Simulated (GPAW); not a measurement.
# Geometry or basis: what sets the conductance of CO in line between two Mo chains

Aim: the conductance of CO in line between two Mo chains after relaxation, and whether geometry, basis or functional moves it most.

Calculated with GPAW 26.7.0; GPAW LCAO, PAW setups; relaxation of the junction within the symmetry of its start, lead ends held, in the first sound run; inputs show where later runs differ.

### 1. The structure

The cell holds 18 atoms: 16 Mo, 1 C and 1 O. Cell: a = 9.000 Å, b = 9.000 Å, c = 38.260 Å, α = 90.0°, β = 90.0°, γ = 90.0°. Regions: left lead, 8 atoms (8 Mo); channel, 2 atoms (1 C and 1 O); right lead, 8 atoms (8 Mo). Vacuum lies along a and b. The structure is stacked along c, and the current runs across the ab planes.

### 2. Relaxing the atoms

Transmission follows bond lengths closely, so the atoms between the held lead ends are relaxed first, within whatever symmetry the start has.

run.py

```python
import json
from ase import Atoms
from ase.constraints import FixAtoms
from ase.optimize import BFGS
from gpaw import GPAW, FermiDirac

device = Atoms(
    ['Mo', 'Mo', 'Mo', 'Mo', 'Mo', 'Mo', 'Mo', 'Mo', 'C', 'O', 'Mo', 'Mo', 'Mo', 'Mo', 'Mo', 'Mo', 'Mo', 'Mo'],
    positions=[
        [4.50000, 4.50000, 1.12500],
        [4.50000, 4.50000, 3.37500],
        [4.50000, 4.50000, 5.62500],
        [4.50000, 4.50000, 7.87500],
        [4.50000, 4.50000, 10.12500],
        [4.50000, 4.50000, 12.37500],
        [4.50000, 4.50000, 14.62500],
        [4.50000, 4.50000, 16.87500],
        [4.50000, 4.50000, 18.60490],
        [4.50000, 4.50000, 19.76490],
        [4.50000, 4.50000, 21.38470],
        [4.50000, 4.50000, 23.63470],
        [4.50000, 4.50000, 25.88470],
        [4.50000, 4.50000, 28.13470],
        [4.50000, 4.50000, 30.38470],
        [4.50000, 4.50000, 32.63470],
        [4.50000, 4.50000, 34.88470],
        [4.50000, 4.50000, 37.13470]],
    cell=[[9.0, 0.0, 0.0], [0.0, 9.0, 0.0], [0.0, 0.0, 38.2597]],
    pbc=True)

device.set_constraint(FixAtoms([0, 1, 2, 3, 4, 5, 6, 11, 12, 13, 14, 15, 16, 17]))
device.calc = GPAW(mode='lcao', basis='dzp', xc='PBE', h=0.18,
                   kpts={'size': (1, 1, 2), 'gamma': True},
                   symmetry={'tolerance': 1e-3, 'extra_ids': [1, 1, 1, 1, 1, 1, 1, 0, 0, 0, 0, 1, 1, 1, 1, 1, 1, 1]},
                   occupations=FermiDirac(0.1), maxiter=250,
                   mixer=dict(beta=0.1, nmaxold=8, weight=100.0),
                   convergence=dict(density=0.0001), txt='relax.txt')
path = []
opt = BFGS(device, maxstep=0.15)
opt.attach(lambda: path.append((device.get_potential_energy(), device.positions.tolist(), device.get_forces().tolist())))
relaxed = bool(opt.run(fmax=0.05, steps=50))
json.dump(dict(relaxed=relaxed, path=path, positions=device.positions.tolist(), moments=device.get_magnetic_moments().tolist(),
               forces=device.get_forces(apply_constraint=False).tolist()), open('result.json', 'w'))
```

Launch:

```bash
$ OMP_NUM_THREADS=1 OPENBLAS_NUM_THREADS=1 python run.py
```

What it wrote:

```text
Step          Energy          fmax
BFGS:    0     -103.083139       17.172302
BFGS:    1     -105.376704        6.891235
BFGS:    2     -106.063635        4.670397
BFGS:    3     -106.283115        1.262175
BFGS:    4     -106.297705        0.582256
BFGS:    5     -106.303939        0.465744
BFGS:    6     -106.312237        0.083607
BFGS:    7     -106.312351        0.042704
```

It took 30 min on 1 thread of Arm Neoverse V1, shared host; peak memory 2 GiB.

This run has no spin polarisation, although Mo can carry a moment.

Step by step:

| step | energy less that of the first step (eV) | largest force (eV/Å) |
| --- | --- | --- |
| 1 | 0.0000 | 17.1723 |
| 2 | -2.3285 | 6.8912 |
| 3 | -3.0470 | 4.6704 |
| 4 | -3.2686 | 1.2622 |
| 5 | -3.2819 | 0.5823 |
| 6 | -3.2885 | 0.4657 |
| 7 | -3.2977 | 0.0836 |
| 8 | -3.2977 | 0.0427 |

The atoms that moved most (Å):

```csv
atom,dx,dy,dz,length
Mo11,0.000,0.000,0.261,0.261
Mo8,0.000,0.000,-0.217,0.217
C9,0.000,0.000,-0.102,0.102
O10,0.000,0.000,-0.049,0.049
```

The relaxation lowered the energy of the cell by 3.30 eV (energies extrapolated to zero smearing; the optimiser's log prints free energies). The largest force left on a free atom is 0.043 eV/Å.

### 3. Double-zeta polarised basis

The script solves lead and junction separately, takes H and S in the orbital basis, and joins semi-infinite leads through their self-energies; the dzp basis is the working standard.

This step: GPAW LCAO, PAW setups; Landauer transmission from Green's functions with principal layers (ASE), zero bias (GPAW 26.7.0).

run.py

```python
import json
import numpy as np
from ase import Atoms
from ase.transport.calculators import TransportCalculator
from gpaw import GPAW, FermiDirac
from gpaw.lcao.tools import get_lcao_hamiltonian
from scipy.linalg import eigh

# The junction with lead layers at both ends, along the third cell vector
device = Atoms(
    ['Mo', 'Mo', 'Mo', 'Mo', 'Mo', 'Mo', 'Mo', 'Mo', 'C', 'O', 'Mo', 'Mo', 'Mo', 'Mo', 'Mo', 'Mo', 'Mo', 'Mo'],
    positions=[
        [4.50000, 4.50000, 1.12500],
        [4.50000, 4.50000, 3.37500],
        [4.50000, 4.50000, 5.62500],
        [4.50000, 4.50000, 7.87500],
        [4.50000, 4.50000, 10.12500],
        [4.50000, 4.50000, 12.37500],
        [4.50000, 4.50000, 14.62500],
        [4.50000, 4.50000, 16.65782],
        [4.50000, 4.50000, 18.50271],
        [4.50000, 4.50000, 19.71566],
        [4.50000, 4.50000, 21.64598],
        [4.50000, 4.50000, 23.63470],
        [4.50000, 4.50000, 25.88470],
        [4.50000, 4.50000, 28.13470],
        [4.50000, 4.50000, 30.38470],
        [4.50000, 4.50000, 32.63470],
        [4.50000, 4.50000, 34.88470],
        [4.50000, 4.50000, 37.13470]],
    cell=[[9.0, 0.0, 0.0], [0.0, 9.0, 0.0], [0.0, 0.0, 38.2597]],
    pbc=True)

# One principal layer of the lead: the first 5 atoms of the device
lead = Atoms(
    ['Mo', 'Mo', 'Mo', 'Mo', 'Mo'],
    positions=[
        [4.50000, 4.50000, 1.12500],
        [4.50000, 4.50000, 3.37500],
        [4.50000, 4.50000, 5.62500],
        [4.50000, 4.50000, 7.87500],
        [4.50000, 4.50000, 10.12500]],
    cell=[[9.0, 0.0, 0.0], [0.0, 9.0, 0.0], [0.0, 0.0, 11.25]],
    pbc=True)

settings = dict(mode='lcao', basis='dzp', xc='PBE', h=0.18,
                occupations=FermiDirac(0.1), maxiter=250,
                mixer=dict(beta=0.1, nmaxold=8, weight=100.0),
                convergence=dict(density=0.0001))
energies = np.arange(-2, 2 + 1e-9, 0.025)
eta = 0.0001
n1, n2 = 1, 1
# k and -k transmit alike, so half of the mesh across the current serves
mesh = [(i, j) for i in range(n1) for j in range(n2) if (i, j) <= (-i % n1, -j % n2)]
weights = np.array([1 if (i, j) == (-i % n1, -j % n2) else 2 for i, j in mesh]) / (n1 * n2)

# [... helper functions left out ...]
fermi_lead = ground_state(lead, (1, 1, 10), 'lead.txt')
fermi_device = ground_state(device, (1, 1, 2), 'device.txt')
# [... loop over the mesh left out, but for ...]
        # Shift the lead onto the potential of the device's first layer
        shift = ((H[:, 0, 0] - H0[:, 0, 0]) / S0[0, 0]).real.mean()
# [...]
kT = 8.617333e-5 * 300
bias = [0.1, 0.2, 0.5, 1.0, 1.5, 2.0]
# [... integrals and printing left out ...]
```

What it wrote:

```text
basis functions: device 490, principal layer 145
Fermi level: lead -2.7415 eV, device -2.6866 eV; lead shifted by -0.0179 eV
largest coupling past the next layer 2.80e-05 eV, largest misfit of the first layer 0.044 eV
  E-E_F (eV)   T (one spin)  [channel counts left out]
    -2.000    2.9787e-01
    -1.975    2.9564e-01
    -1.950    2.9316e-01
    -1.925    2.9042e-01
    -1.900    2.8743e-01
    -1.875    2.8423e-01
    -1.850    2.8083e-01
    -1.825    2.7728e-01
    -1.800    2.7364e-01
    -1.775    2.6999e-01
    -1.750    2.6644e-01
    -1.725    2.6343e-01
    -1.700    2.5995e-01
    -1.675    2.5768e-01
    -1.650    2.5624e-01
    -1.625    2.5597e-01
[...]
1.825    4.5885e-01
     1.850    4.1048e-01
     1.875    3.5999e-01
     1.900    3.1198e-01
     1.925    2.7159e-01
     1.950    2.4347e-01
     1.975    2.1545e-01
     2.000    1.4871e-01
conductance at 300 K: 1.1846 G0 a cell; thermopower -4.217 uV/K
current from the zero-bias T(E) at 0.1 V: 9.1732 uA
current from the zero-bias T(E) at 0.2 V: 18.318 uA
current from the zero-bias T(E) at 0.5 V: 45.312 uA
current from the zero-bias T(E) at 1.0 V: 87.417 uA
current from the zero-bias T(E) at 1.5 V: 124.4 uA
current from the zero-bias T(E) at 2.0 V: 155.99 uA
```

Wall time 8.3 min (1 thread); peak memory 2.3 GiB.

This step gave:

| Quantity | Value |
| --- | --- |
| conductance | 1.185 G₀ |
| largest coupling past the next principal layer | 2.80e-5 eV |
| largest misfit of the first principal layer | 0.04420 eV |
| shift that aligns the lead | -0.01787 eV |
| basis functions of the junction | 490 |
| basis functions of a principal layer | 145 |
| transmission at the Fermi level (one spin) | 1.186 |

One spin. Table of transmission, zone mean by energy, zero at the Fermi level:

energy (eV), transmission, zone mean and a bar from the least value:
```
   -2.000       0.30 ####
   -1.900       0.29 ####
   -1.800       0.27 ###
   -1.700       0.26 ###
   -1.600       0.26 ###
   -1.500       0.29 ####
   -1.400       0.32 ####
   -1.300       0.36 #####
   -1.200       0.40 ######
   -1.100       0.44 ########
   -1.000       0.49 #########
   -0.900       0.55 ##########
   -0.800       0.60 ############
   -0.700       0.66 #############
   -0.600       0.73 ###############
   -0.500       0.80 #################
   -0.400       0.87 ###################
   -0.300       0.95 #####################
   -0.200       1.03 #######################
   -0.100       1.11 #########################
    0.000       1.19 ###########################
    0.100       1.25 #############################
    0.200       1.29 ##############################
    0.300       1.30 ##############################
    0.400       1.29 ##############################
    0.500       1.25 #############################
    0.600       1.21 ############################
    0.700       1.16 ##########################
    0.800       1.11 #########################
    0.900       1.06 ########################
    1.000       1.00 ######################
    1.100       0.95 #####################
    1.200       0.89 ###################
    1.300       0.83 ##################
    1.400       0.77 ################
    1.500       0.72 ###############
    1.600       0.67 ##############
    1.700       0.61 ############
    1.800       0.50 #########
    1.900       0.31 ####
    2.000       0.15
```

Not self-consistent under bias; the bias window is split evenly. Table of current through one cell, from the zero-bias transmission by bias:

| bias (V) | current through one cell, from the zero-bias transmission (μA) |
| --- | --- |
| 0.100 | 9.17 |
| 0.200 | 18.3 |
| 0.500 | 45.3 |
| 1.000 | 87.4 |
| 1.500 | 124 |
| 2.000 | 156 |

The transmission of the three most open eigenchannels by energy, zero at the Fermi level:

| energy (eV) | channel 1 | channel 2 | channel 3 |
| --- | --- | --- | --- |
| -2.000 | 0.111 | 0.111 | 0.0768 |
| -1.900 | 0.112 | 0.112 | 0.0628 |
| -1.800 | 0.115 | 0.115 | 0.0427 |
| -1.700 | 0.120 | 0.120 | 0.0191 |
| -1.600 | 0.128 | 0.128 | 0.00151 |
| -1.500 | 0.138 | 0.138 | 0.0117 |
| -1.400 | 0.151 | 0.151 | 0.0182 |
| -1.300 | 0.168 | 0.168 | 0.0215 |
| -1.200 | 0.187 | 0.187 | 0.0234 |
| -1.100 | 0.209 | 0.209 | 0.0243 |
| -1.000 | 0.234 | 0.234 | 0.0251 |
| -0.900 | 0.260 | 0.260 | 0.0261 |
| -0.800 | 0.289 | 0.289 | 0.0271 |
| -0.700 | 0.318 | 0.318 | 0.0280 |
| -0.600 | 0.349 | 0.349 | 0.0289 |
| -0.500 | 0.383 | 0.383 | 0.0300 |
| -0.400 | 0.418 | 0.418 | 0.0313 |
| -0.300 | 0.457 | 0.457 | 0.0330 |
| -0.200 | 0.497 | 0.497 | 0.0348 |
| -0.100 | 0.537 | 0.537 | 0.0367 |
| 0.000 | 0.573 | 0.573 | 0.0384 |
| 0.100 | 0.602 | 0.602 | 0.0400 |
| 0.200 | 0.621 | 0.621 | 0.0415 |
| 0.300 | 0.627 | 0.627 | 0.0429 |
| 0.400 | 0.620 | 0.620 | 0.0444 |
| 0.500 | 0.603 | 0.603 | 0.0462 |
| 0.600 | 0.580 | 0.580 | 0.0482 |
| 0.700 | 0.553 | 0.553 | 0.0506 |
| 0.800 | 0.525 | 0.525 | 0.0534 |
| 0.900 | 0.498 | 0.498 | 0.0565 |
| 1.000 | 0.469 | 0.469 | 0.0600 |
| 1.100 | 0.440 | 0.440 | 0.0638 |
| 1.200 | 0.409 | 0.409 | 0.0678 |
| 1.300 | 0.377 | 0.377 | 0.0723 |
| 1.400 | 0.345 | 0.345 | 0.0773 |
| 1.500 | 0.315 | 0.315 | 0.0831 |
| 1.600 | 0.287 | 0.287 | 0.0901 |
| 1.700 | 0.253 | 0.253 | 0.0985 |
| 1.800 | 0.191 | 0.191 | 0.109 |
| 1.900 | 0.121 | 0.0896 | 0.0896 |
| 2.000 | 0.135 | 0.0134 | 1.6e-7 |

Couplings past the next layer reach 2.8e-5 eV, small enough to drop; the matrix elements of the cell's first layer differ from the bulk lead's by up to 0.044 eV. That layer keeps its own values in the calculation, and only beyond it is the lead taken as perfect. The Fermi levels of lead and junction count from different zeros of potential, one for each periodic cell; with both set to zero, the small remaining shift is what aligns them. By hand: G = 1.185 × 77.48 μS = 91.8 μS, a resistance of 10.9 kΩ; at 0.1 V a linear junction would pass 9.18 μA, and the integral over the bias window gives 9.17 μA.

### 4. Single-zeta polarised basis

The second zeta is dropped, the polarisation orbitals stay.

Changes to run.py since step 3:

```diff
@@ -45,3 +45,3 @@
 
-settings = dict(mode='lcao', basis='dzp', xc='PBE', h=0.18,
+settings = dict(mode='lcao', basis='szp(dzp)', xc='PBE', h=0.18,
                 occupations=FermiDirac(0.1), maxiter=250,
```

What it wrote:

```text
basis functions: device 274, principal layer 80
Fermi level: lead -2.9194 eV, device -2.9382 eV; lead shifted by -0.0268 eV
largest coupling past the next layer 2.79e-05 eV, largest misfit of the first layer 0.050 eV
  E-E_F (eV)   T (one spin)  [channel counts left out]
    -2.000    2.9928e-01
    -1.975    2.9889e-01
    -1.950    2.9850e-01
    -1.925    2.9813e-01
    -1.900    2.9778e-01
    -1.875    2.9748e-01
    -1.850    2.9723e-01
    -1.825    2.9704e-01
    -1.800    2.9689e-01
    -1.775    2.9667e-01
    -1.750    2.9801e-01
    -1.725    2.9763e-01
    -1.700    2.9792e-01
    -1.675    2.9841e-01
    -1.650    2.9910e-01
    -1.625    2.9999e-01
[...]
1.825    7.2954e-01
     1.850    7.2117e-01
     1.875    7.1124e-01
     1.900    6.9914e-01
     1.925    6.8415e-01
     1.950    6.6551e-01
     1.975    6.4246e-01
     2.000    6.1442e-01
conductance at 300 K: 1.2385 G0 a cell; thermopower -4.111 uV/K
current from the zero-bias T(E) at 0.1 V: 9.5901 uA
current from the zero-bias T(E) at 0.2 V: 19.146 uA
current from the zero-bias T(E) at 0.5 V: 47.277 uA
current from the zero-bias T(E) at 1.0 V: 90.889 uA
current from the zero-bias T(E) at 1.5 V: 129.19 uA
current from the zero-bias T(E) at 2.0 V: 162.24 uA
```

It took 5.2 min on 1 thread; peak memory 2.2 GiB.

Numbers from this step:

- conductance: 1.239 G₀
- largest coupling past the next principal layer: 2.79e-5 eV
- largest misfit of the first principal layer: 0.04959 eV
- shift that aligns the lead: -0.02682 eV
- basis functions of the junction: 274
- basis functions of a principal layer: 80
- transmission at the Fermi level (one spin): 1.241

One spin. The transmission, zone mean by energy, zero at the Fermi level:

```csv
energy (eV),"transmission, zone mean"
-2.000,0.299
-1.900,0.298
-1.800,0.297
-1.700,0.298
-1.600,0.301
-1.500,0.309
-1.400,0.324
-1.300,0.365
-1.200,0.418
-1.100,0.465
-1.000,0.516
-0.900,0.569
-0.800,0.625
-0.700,0.684
-0.600,0.748
-0.500,0.819
-0.400,0.898
-0.300,0.984
-0.200,1.07
-0.100,1.16
0.000,1.24
0.100,1.30
0.200,1.34
0.275,1.35
0.300,1.35
0.400,1.33
0.500,1.30
0.600,1.26
0.700,1.21
0.800,1.16
0.900,1.11
1.000,1.06
1.100,1.01
1.200,0.966
1.300,0.918
1.400,0.872
1.500,0.829
1.600,0.792
1.700,0.763
1.800,0.737
1.900,0.699
2.000,0.614
```

Not self-consistent under bias; the bias window is split evenly. The current through one cell, from the zero-bias transmission by bias:

| bias (V) | current through one cell, from the zero-bias transmission (μA) |
| --- | --- |
| 0.100 | 9.59 |
| 0.200 | 19.1 |
| 0.500 | 47.3 |
| 1.000 | 90.9 |
| 1.500 | 129 |
| 2.000 | 162 |

The transmission of the three most open eigenchannels by energy, zero at the Fermi level:

```
energy (eV)  channel 1 = channel 2  channel 3
     -2.000                  0.107     0.0852
     -1.900                  0.110     0.0783
     -1.800                  0.114     0.0682
     -1.700                  0.122     0.0548
     -1.600                  0.131     0.0384
     -1.500                  0.144     0.0203
     -1.400                  0.160    0.00429
     -1.300                  0.179    0.00701
     -1.200                  0.200     0.0180
     -1.100                  0.223     0.0195
     -1.000                  0.247     0.0212
     -0.900                  0.273     0.0238
     -0.800                  0.300     0.0256
     -0.700                  0.329     0.0264
     -0.600                  0.360     0.0267
     -0.500                  0.396     0.0271
     -0.400                  0.434     0.0282
     -0.300                  0.477     0.0298
     -0.200                  0.521     0.0318
     -0.100                  0.564     0.0338
      0.000                  0.602     0.0356
      0.100                  0.631     0.0370
      0.200                  0.649     0.0380
      0.300                  0.653     0.0388
      0.400                  0.646     0.0396
      0.500                  0.629     0.0406
      0.600                  0.607     0.0417
      0.700                  0.582     0.0432
      0.800                  0.556     0.0451
      0.900                  0.530     0.0472
      1.000                  0.505     0.0495
      1.100                  0.479     0.0520
      1.200                  0.454     0.0545
      1.300                  0.429     0.0570
      1.400                  0.404     0.0596
      1.500                  0.381     0.0624
      1.600                  0.361     0.0654
      1.700                  0.344     0.0689
      1.800                  0.329     0.0731
      1.900                  0.307     0.0780
      2.000                  0.261     0.0837
```

The conductance, 1.24 G₀, lies 4.6 % above that of the dzp run.

### 5. Minimal basis

The minimal basis is the cheapest rung: no second zeta and no polarisation.

Changes to run.py since step 4:

```diff
@@ -45,3 +45,3 @@
 
-settings = dict(mode='lcao', basis='szp(dzp)', xc='PBE', h=0.18,
+settings = dict(mode='lcao', basis='sz(dzp)', xc='PBE', h=0.18,
                 occupations=FermiDirac(0.1), maxiter=250,
```

What it wrote:

```text
basis functions: device 216, principal layer 65
Fermi level: lead -2.9953 eV, device -3.0168 eV; lead shifted by -0.0298 eV
largest coupling past the next layer 2.78e-05 eV, largest misfit of the first layer 0.050 eV
  E-E_F (eV)   T (one spin)  [channel counts left out]
    -2.000    3.1365e-01
    -1.975    3.1413e-01
    -1.950    3.1468e-01
[...]
1.975    7.0004e-01
     2.000    6.9202e-01
conductance at 300 K: 1.2983 G0 a cell; thermopower -3.481 uV/K
current from the zero-bias T(E) at 0.1 V: 10.053 uA
current from the zero-bias T(E) at 0.2 V: 20.069 uA
current from the zero-bias T(E) at 0.5 V: 49.553 uA
current from the zero-bias T(E) at 1.0 V: 95.25 uA
current from the zero-bias T(E) at 1.5 V: 135.32 uA
current from the zero-bias T(E) at 2.0 V: 169.73 uA
```

Elapsed: 3.2 min, on 1 thread; peak memory 2 GiB.

This step gave:

| Property | Result |
| --- | --- |
| conductance | 1.298 G₀ |
| largest coupling past the next principal layer | 2.78e-5 eV |
| largest misfit of the first principal layer | 0.05028 eV |
| shift that aligns the lead | -0.02984 eV |
| basis functions of the junction | 216 |
| basis functions of a principal layer | 65 |
| transmission at the Fermi level (one spin) | 1.300 |

The conductance, 1.30 G₀, lies 10 % above that of the dzp run.

[end of part 1 of 2]

[Logs are printed without paths, hosts, clocks, repeated set-up lines and the standing remarks that a program may print on its own settings, such as how far it seeks lower states.]

[Hosts, paths, dates, database ids (printed as entryN), source tags and the programs' standing remarks are cut or masked in the printed files.]
